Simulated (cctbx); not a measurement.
# Interatomic vectors of NdSm3Si5

Space group Amm2 (no. 38), a = 3.9220 Å, b = 4.2580 Å, c = 25.1430 Å, α = 90.00°, β = 90.00°, γ = 90.00°, content Sm6 Nd2 Si10.

The data are simulated with cctbx, not measured: Cu Kα, λ = 1.54184 Å, to d = 0.83 Å, 50 % of the full sphere, strongest reflection 5000 counts, noise from counting, a 4 % proportional error and a noise floor of 4 counts (s.d.); no absorption.

Patterson synthesis, origin scaled to 1000:

```text
Patterson group A m m m
      u       v       w   height  length (A)
  0.000   0.000   0.000   1000.0     0.00
  0.500   0.000   0.134    678.5     3.91
  0.000   0.000   0.273    484.2     6.86
  0.500   0.000   0.404    231.2    10.34
  0.000   0.000   0.407    189.2    10.24
  0.500   0.000   0.459    176.2    11.72
  0.000   0.000   0.317    119.1     7.97
  0.500   0.000   0.264     81.6     6.92
  0.500   0.000   0.185     74.0     5.05
  0.000   0.000   0.128     53.7     3.23
  0.500   0.257   0.062     42.5     2.73
  0.000   0.243   0.198     38.7     5.07
  0.500   0.252   0.165     38.3     4.72
  0.264   0.000   0.436     35.0    11.02
```

Q: Assign the vectors.

A peak at u stands for all pairs with xi − xj = u, with weight Σ ZiZj against Σ Z² = 32224 at the origin. Peak heights follow these weights only roughly, since form factors, motion and series ripples differ, all vectors within 0.55 Å of a peak are counted as merged into it though the farther ones add only part of their weight, and F(000) is left out, which lowers the whole map:

| u | v | w | shortest length (Å) | height | 1000 ΣZiZj/ΣZ² | pairs in the cell |
| --- | --- | --- | --- | --- | --- | --- |
| 0.500 | 0.000 | 0.134 | 3.90 | 678 | 732 | 4 × Sm–Sm, 2 × Sm–Nd, 4 × Si–Si |
| 0.000 | 0.000 | 0.273 | 6.09 | 484 | 494 | 2 × Sm–Sm, 2 × Sm–Nd, 4 × Si–Si |
| 0.500 | 0.000 | 0.404 | 3.77 | 231 | 231 | 2 × Sm–Nd |
| 0.000 | 0.000 | 0.407 | 3.16 | 189 | 268 | 8 × Sm–Si, 2 × Nd–Si |
| 0.500 | 0.000 | 0.459 | 3.07 | 176 | 268 | 8 × Sm–Si, 2 × Nd–Si |
| 0.000 | 0.000 | 0.317 | 5.07 | 119 | 162 | 6 × Sm–Si |
| 0.500 | 0.000 | 0.264 | 6.60 | 82 | 160 | 4 × Sm–Si, 2 × Nd–Si |
| 0.500 | 0.000 | 0.185 | 5.05 | 74 | 106 | 2 × Sm–Si, 2 × Nd–Si |
| 0.000 | 0.000 | 0.128 | 3.22 | 54 | 106 | 2 × Sm–Si, 2 × Nd–Si |

The table stops at ten peaks or at a height of 45, below which ripples compete. In the model behind the data Sm, the heaviest element, has 3 independent sites: (1/2, 0, 0.2981), (0, 0, 0.4300) and (1/2, 1/2, 0.0714), up to an allowed shift of origin; the Sm–Sm vectors are differences of these positions and their symmetry mates. Elements of similar Z can't be told apart from the map alone. The whole model:

```
atom  mult.    x    y       z  Ueq (Å²)
 Sm1      2  1/2    0  0.2981    0.0101
 Sm2      2    0    0  0.4300    0.0170
 Sm3      2  1/2  1/2  0.0714    0.0096
 Nd1      2    0  1/2  0.2029    0.0205
 Si1      2  1/2  1/2  0.4832    0.0293
 Si2      2    0    0  0.1139    0.0245
 Si3      2  1/2  1/2  0.3893    0.0245
 Si4      2    0  1/2  0.3295    0.0237
 Si5      2  1/2    0  0.1684    0.0230
```

The model is made up (kin elements in a known structure type, no relaxation), so it says nothing on whether the phase exists.

[Logs are printed without paths, hosts, clocks, repeated set-up lines and the standing remarks that a program may print on its own settings, such as how far it seeks lower states.]
